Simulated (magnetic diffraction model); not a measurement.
**CoAg2Br2F2: the ordered moment from one line**

Space group Cmce (no. 64), a = 13.3770 Å, b = 6.1820 Å, c = 6.0710 Å.

```
site  atom       x       y       z
  8d    Ag  0.1460     1/2       0
  8f    Br     1/2  0.2697  0.7773
  4a    Co     1/2     1/2       0
  8d     F  0.3447     1/2       0
```

The compound is invented for this exercise: a known structure type with other elements, its cell scaled to their sizes and not relaxed.

Only Co is taken to order (form factors of Co2+); orders and moment sizes are assumed, and not adapted to the symmetry. Radiation: neutrons of λ = 1.594 Å, 8° to 45°; isotropic B of 0.49 Å² (Ag), 0.67 Å² (Br), 0.69 Å² (Co) and 0.69 Å² (F). Simulated constant-wavelength pattern: nuclear and magnetic terms add, the magnetic one as |2.695 fm × Σ f S⊥ exp(2πi Q·r) exp(−B s²)|², summed over all Q at one angle with the factor 1/(sin²θ cos θ). For collinear order S is the moment m, which repeats by lattice and centring translations R with the sign exp(−2πi k·R). Free-ion form factors, Sears's scattering lengths of 1992, no absorption; a label names one of the reflections at its angle. The strongest nuclear line in the range is 100, and lines under 0.2 are left out.

In a first state the assumed order is k = (0 0 0), collinear moments along [101], 2.83 μB on Co; signs + at (1/2, 1/2, 0), + at (1/2, 0, 1/2), with this pattern:

```tsv
2θ (°)	index	nuclear	magnetic
13.69	(2 0 0)	25.2	2.9
22.30	(1 1 1)	1.8	18.7
27.57	(4 0 0)	0.5	0.6
29.73	(3 1 1)	2.1	5.8
29.89	(0 2 0)	10.9	2.6
30.44	(0 0 2)	11.2	2.0
33.00	(2 2 0)	37.3	3.3
33.52	(2 0 2)	34.7	2.6
33.64	(0 2 1)	1.2	0.0
34.74	(1 1 2)	4.3	0.0
36.47	(2 2 1)	2.0	0.0
40.09	(3 1 2)	3.3	0.0
40.99	(5 1 1)	5.7	1.5
41.11	(4 2 0)	64.3	1.2
41.54	(4 0 2)	61.4	1.0
41.89	(6 0 0)	44.2	0.1
```
(The table stops after 16 lines; 2 more lie at higher angle.)

**Question.** Nearer the ordering temperature the line at 22.30° has total intensity 6.5 on the same scale, and all moments have shrunk alike. How large is the Co moment?

The nuclear part, 1.8, stays, so the magnetic part is 4.7 against 18.7. It goes as m², so m = 2.83 × √(4.7/18.7) = 1.42 μB; the value used was 1.42 μB.

[Logs are printed without paths, hosts, clocks, repeated set-up lines and the standing remarks that a program may print on its own settings, such as how far it seeks lower states.]
